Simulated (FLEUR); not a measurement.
# MnHg: cost and accuracy of the smearing, part 3 of 3

Two starts of MnHg are run at each rung of the smearing. Which rung is enough?

FLEUR MaX-R8.1; PBEsol; all-electron FLAPW, Dirac cores, scalar-relativistic bands.

So far, largest spin moment in the muffin-tin sphere (μB): step 2 (rung 1 (width 0.5 eV), start ferro +) 3.38; step 7 (rung 3 (width 0.12 eV), start antiferro q=(0,1/2,1/2) +-) 3.91; step 8 (rung 4 (width 0.05 eV), start ferro +) 3.93; step 9 (rung 4 (width 0.05 eV), start antiferro q=(0,1/2,1/2) +-) 3.92; step 10 (rung 5 (width 0.02 eV), start ferro +) 3.93.

## Step 11: Rung 5 (width 0.02 eV), start antiferro q=(0,1/2,1/2) +-

The k list default-1 (kpts.xml, not shown) is a Γ-centred 8×4×8 mesh.

Input file inp.xml:

```
<?xml version="1.0" encoding="UTF-8" standalone="no"?>
<fleurInput fleurInputVersion="0.39">
   <comment>
      MnHg
   </comment>
   <calculationSetup>
      <cutoffs Kmax="3.6" Gmax="10.8" GmaxXC="10.8" numbands="0"/>
      <scfLoop itmax="90" minDistance="0.00002" maxIterBroyd="15" imix="Anderson" alpha="0.05" precondParam="0.0" spinf="2.0" sdNocoIR="T"/>
      <coreElectrons ctail="T" frcor="F" kcrel="0" coretail_lmax="0"/>
      <xcFunctional name="PBEs" relativisticCorrections="F"/>
      <magnetism jspins="2"/>
      <soc l_soc="F" theta="0.0" phi="0.0" spav="F"/>
      <expertModes spex="0" secvar="F"/>
      <geometryOptimization l_f="F" forcealpha="1.0" forcemix="BFGS" epsdisp="0.00001" epsforce="0.00001"/>
      <ldaU l_linMix="F" mixParam="0.05" spinf="1.0"/>
   </calculationSetup>
   <cell>
      <bzIntegration valenceElectrons="66.0" mode="hist" fermiSmearingEnergy="0.00073499">
         <kPointListSelection listName="default-1"/>
         <xi:include xmlns:xi="http://www.w3.org/2001/XInclude" href="kpts.xml"> </xi:include>
      </bzIntegration>
      <xi:include xmlns:xi="http://www.w3.org/2001/XInclude" href="sym.xml"> </xi:include>
      <bulkLattice scale="1.0">
         <bravaisMatrix>
            <row-1>    6.2644421030489994     0.0000000000000000     0.0000000000000000</row-1>
            <row-2>    0.0000000000000000    12.5288842060979988     0.0000000000000000</row-2>
            <row-3>    0.0000000000000000     6.2644421030489994     6.2644421030489994</row-3>
         </bravaisMatrix>
      </bulkLattice>
   </cell>
   <atomSpecies>
      <species name="Manganese 3.501" element="Mn" atomicNumber="25">
         <mtSphere radius="2.64" gridPoints="873" logIncrement="0.014"/>
         <atomicCutoffs lmax="10" lnonsphr="8"/>
         <electronConfig flipSpins="F">
            <coreConfig>(1s1/2) (2s1/2) (2p1/2) (2p3/2)</coreConfig>
            <valenceConfig>(3s1/2) (3p1/2) (3p3/2) (4s1/2) (3d3/2) (3d5/2)</valenceConfig>
            <stateOccupation state="(3d3/2)" spinUp="1.2505" spinDown="0.7495"/>
            <stateOccupation state="(3d5/2)" spinUp="3.0" spinDown="0.0"/>
         </electronConfig>
         <energyParameters s="4" p="4" d="3" f="4"/>
         <lo type="SCLO" l="0" n="3" eDeriv="0"/>
         <lo type="SCLO" l="1" n="3" eDeriv="0"/>
      </species>
      <species name="Manganese -3.501" element="Mn" atomicNumber="25">
         <mtSphere radius="2.64" gridPoints="873" logIncrement="0.014"/>
         <atomicCutoffs lmax="10" lnonsphr="8"/>
         <electronConfig flipSpins="F">
            <coreConfig>(1s1/2) (2s1/2) (2p1/2) (2p3/2)</coreConfig>
            <valenceConfig>(3s1/2) (3p1/2) (3p3/2) (4s1/2) (3d3/2) (3d5/2)</valenceConfig>
            <stateOccupation state="(3d3/2)" spinUp="0.7495" spinDown="1.2505"/>
            <stateOccupation state="(3d5/2)" spinUp="0.0" spinDown="3.0"/>
         </electronConfig>
         <energyParameters s="4" p="4" d="3" f="4"/>
         <lo type="SCLO" l="0" n="3" eDeriv="0"/>
         <lo type="SCLO" l="1" n="3" eDeriv="0"/>
      </species>
      <species name="Mercury (Hg)" element="Hg" atomicNumber="80">
         <mtSphere radius="2.64" gridPoints="873" logIncrement="0.015"/>
         <atomicCutoffs lmax="10" lnonsphr="8"/>
         <electronConfig flipSpins="F">
            <coreConfig>(1s1/2) (2s1/2) (2p1/2) (2p3/2) (3s1/2) (3p1/2) (3p3/2) (4s1/2) (3d3/2) (3d5/2) (4p1/2) (4p3/2) (5s1/2) (4d3/2) (4d5/2) (4f5/2) (4f7/2)</coreConfig>
            <valenceConfig>(5p1/2) (5p3/2) (6s1/2) (5d3/2) (5d5/2)</valenceConfig>
         </electronConfig>
         <energyParameters s="6" p="6" d="5" f="5"/>
         <lo type="SCLO" l="1" n="5" eDeriv="0"/>
      </species>
   </atomSpecies>
   <atomGroups>
      <atomGroup species="Manganese 3.501">
         <relPos label="                   1">1.000/2.000 .0000000000 1.000/2.000</relPos>
         <force calculate="T" relaxXYZ="TTT"/>
      </atomGroup>
      <atomGroup species="Manganese -3.501">
         <relPos label="                   2">1.000/2.000 1.000/2.000 1.000/2.000</relPos>
         <force calculate="T" relaxXYZ="TTT"/>
      </atomGroup>
      <atomGroup species="Mercury (Hg)">
         <relPos label="                   3">.0000000000 .0000000000 .0000000000</relPos>
         <relPos label="                   4">.0000000000 1.000/2.000 .0000000000</relPos>
         <force calculate="T" relaxXYZ="TTT"/>
      </atomGroup>
   </atomGroups>
   <output dos="F" band="F" slice="F">
      <bandDOS minEnergy="-.5*Htr" maxEnergy="0.5*Htr" sigma="0.015" storeEVData="T"/>
      <plotting iplot="0" polar="F">
         <plot TwoD="T" vec1="  1.0  0.0  0.0" vec2="  0.0  1.0  0.0" vec3="  0.0  0.0  1.0" zero="  0.0  0.0  0.0" file="plot"/>
      </plotting>
      <moessbauerParams electricFieldGradient="F" isomerShift="F" coreHyperfine="F" valenceHyperfine="F"/>
   </output>
</fleurInput>
```

Input file crystal.txt:

```
MnHg
&input film=F cartesian=F /
3.31500000000  0.00000000000  0.00000000000
0.00000000000  6.63000000000  0.00000000000
0.00000000000  3.31500000000  3.31500000000
1.8897261246
1.0 1.0 1.0

4
25 0.50000000000  0.00000000000  0.50000000000 : 3.501
25 0.50000000000  0.50000000000  0.50000000000 : -3.501
80 0.00000000000  0.00000000000  0.00000000000
80 0.00000000000  0.50000000000  0.00000000000

&kpt div1=8 div2=4 div3=8 gamma=T /
```

Command:

```console
> OMP_NUM_THREADS=1 inpgen -f crystal.txt > inpgen.log  # inp.xml is then edited as shown
> OMP_NUM_THREADS=1 mpirun -n 4 fleur_MPI > fleur.log
```

The job ended after 2.8 min (4 MPI ranks of Arm Neoverse N1, shared host; peak memory 0.4 GiB; 11 min of CPU time).

Numbers from this step:

```
free energy                                                       : -1132753.1641 eV
program's band gap on this mesh (in a metal only a level spacing) : 5.39e-8 eV
magnetization                                                     : 0 μB
final state                                                       : antiferromagnetic
largest moment                                                    : 3.925 μB
```

This start lies +68.7 meV a seeded atom from the first, a change of +2.0 meV since rung 4; its largest moment is 3.93 μB.

## Step 12: Side by side

Ladder, by row:

```
rung  smearing (eV)  state from the first start  state from the second start  second less first (meV a seeded atom)  moment, first (μB)  moment, second (μB)  CPU time (s), all starts
   1            0.5               ferromagnetic            antiferromagnetic                                  20.07               3.385                3.378                      1012
   2           0.25               ferromagnetic            antiferromagnetic                                  50.93               3.817                3.835                     839.6
   3           0.12               ferromagnetic            antiferromagnetic                                  62.39               3.901                3.911                     771.2
   4           0.05               ferromagnetic            antiferromagnetic                                  66.66               3.926                3.922                     789.6
   5           0.02               ferromagnetic            antiferromagnetic                                  68.66               3.932                3.925                     779.6
```

## Step 13: What came out

| Quantity | Value |
| --- | --- |
| range of the moment in the table, first start | 3.38 to 3.93 μB |
| range of CPU time | 13 min to 17 min |
| range of the energy difference | 20.1 to 68.7 meV a seeded atom |
| first rung from which all stay within 3.4 meV of the last, moments within 0.06 μB | 4 |

**Reading.** From rung 4 on the result stays within 2.0 meV of the last rung, inside the margin of 3.4 meV (5 % of the last value, 2 meV at least; moments within 0.06 μB), at 101 % of the last rung's cost. The first start ends lower on every rung, so the sign of the difference is steady; whether functional and cell give the true order is another matter. The mesh stays the same, and a narrow smearing needs a finer one, so the last rung is no sure reference. Differences are of free energies, so a wide smearing enters them.

[Logs and program files are shortened in this print: banners, set-up blocks, solver, clock and traceback lines can be left out without a mark of their own.]

[Logs are printed without paths, hosts, clocks, repeated set-up lines and the standing remarks that a program may print on its own settings, such as how far it seeks lower states.]

[Hosts, paths, dates, database ids (printed as entryN), source tags and the programs' standing remarks are cut or masked in the printed files.]

[Where a cell is said to come from a database of computed structures, the database is the Materials Project.]
